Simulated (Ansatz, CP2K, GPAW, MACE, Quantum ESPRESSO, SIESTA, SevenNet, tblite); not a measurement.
## Finding the fault: Quantum ESPRESSO, coherent Mg-rich inclusion in Li2O (96 atoms)

Program: Quantum ESPRESSO 7.5, a calculation on a cell of 32 O, 56 Li and 8 Mg, 8.16 Å³ an atom.

Contents of pw.in:

```
&control
  calculation = 'scf'
  pseudo_dir = './pseudo'
  outdir = './tmp'
  disk_io = 'none'
  tprnfor = .true.
  tstress = .true.
/
&system
  ibrav = 0
  nat = 96
  ntyp = 3
  ecutwfc = 60
  ecutrho = 480
  nosym = .true.
  occupations = 'smearing'
  smearing = 'fd'
  degauss = 0.003675
  nbnd = 88
/
&electrons
  conv_thr = 4.8e-07
  electron_maxstep = 50
  mixing_beta = 0.2
  mixing_mode = 'local-TF'
  diagonalization = 'david'
/
ATOMIC_SPECIES
O 15.999 O.upf
Li 6.940 Li.upf
Mg 24.305 Mg.upf
CELL_PARAMETERS angstrom
9.22000 0.00000 0.00000
0.00000 9.22000 0.00000
0.00000 0.00000 9.22000
ATOMIC_POSITIONS crystal
O 0.99982 0.00455 0.00121
Li 0.11906 0.12840 0.12336
Mg 0.38053 0.37248 0.37750
O 0.00307 0.24950 0.25231
Li 0.12459 0.38744 0.37819
Li 0.37042 0.12392 0.12271
O 0.24622 0.00164 0.24848
Li 0.37921 0.12841 0.37374
Li 0.12915 0.38001 0.12714
O 0.24639 0.24949 0.00594
[... 82 atom lines left out ...]
Li 0.62107 0.86399 0.62827
O 0.75593 0.75167 0.50479
Li 0.87323 0.87955 0.62011
Li 0.62118 0.62680 0.87906
K_POINTS gamma
```

Launch:

```bash
> OMP_NUM_THREADS=1 mpirun -np 4 pw.x -in pw.in > output.txt
```

The program printed:

```text
Program PWSCF
     gamma-point specific algorithms are used
 %%%%%%%%%%%%%%%%%%%%%%%%%%%%%%%%%%%%%%%%%%%%%%%%%%%%%%%%%%%%%%%%%%%%%%%%%%%%%%
     Error in routine setup (1):
     too few bands
 %%%%%%%%%%%%%%%%%%%%%%%%%%%%%%%%%%%%%%%%%%%%%%%%%%%%%%%%%%%%%%%%%%%%%%%%%%%%%%
```

Wall time 0.87 s (4 MPI ranks of Arm Neoverse V1, shared host); peak memory 0.4 GiB; 2.4 s of CPU time.

Banners, paths, timers and routine set-up lines are dropped from the logs unmarked, and long logs keep their key lines alone; longer cuts are marked.

Q: Find the fault and mend it.

Too few bands: bands 88. Mend: ask for at least half as many bands as electrons, and some more for the smearing.

The program stopped at the start.

[Also dropped from logs without a mark: logging warnings of Python, and SIESTA's first energy breakdown and zero terms.]

[Logs are printed without paths, hosts, clocks, repeated set-up lines and the standing remarks that a program may print on its own settings, such as how far it seeks lower states.]

[Hosts, paths, dates, database ids (printed as entryN), source tags and the programs' standing remarks are cut or masked in the printed files.]
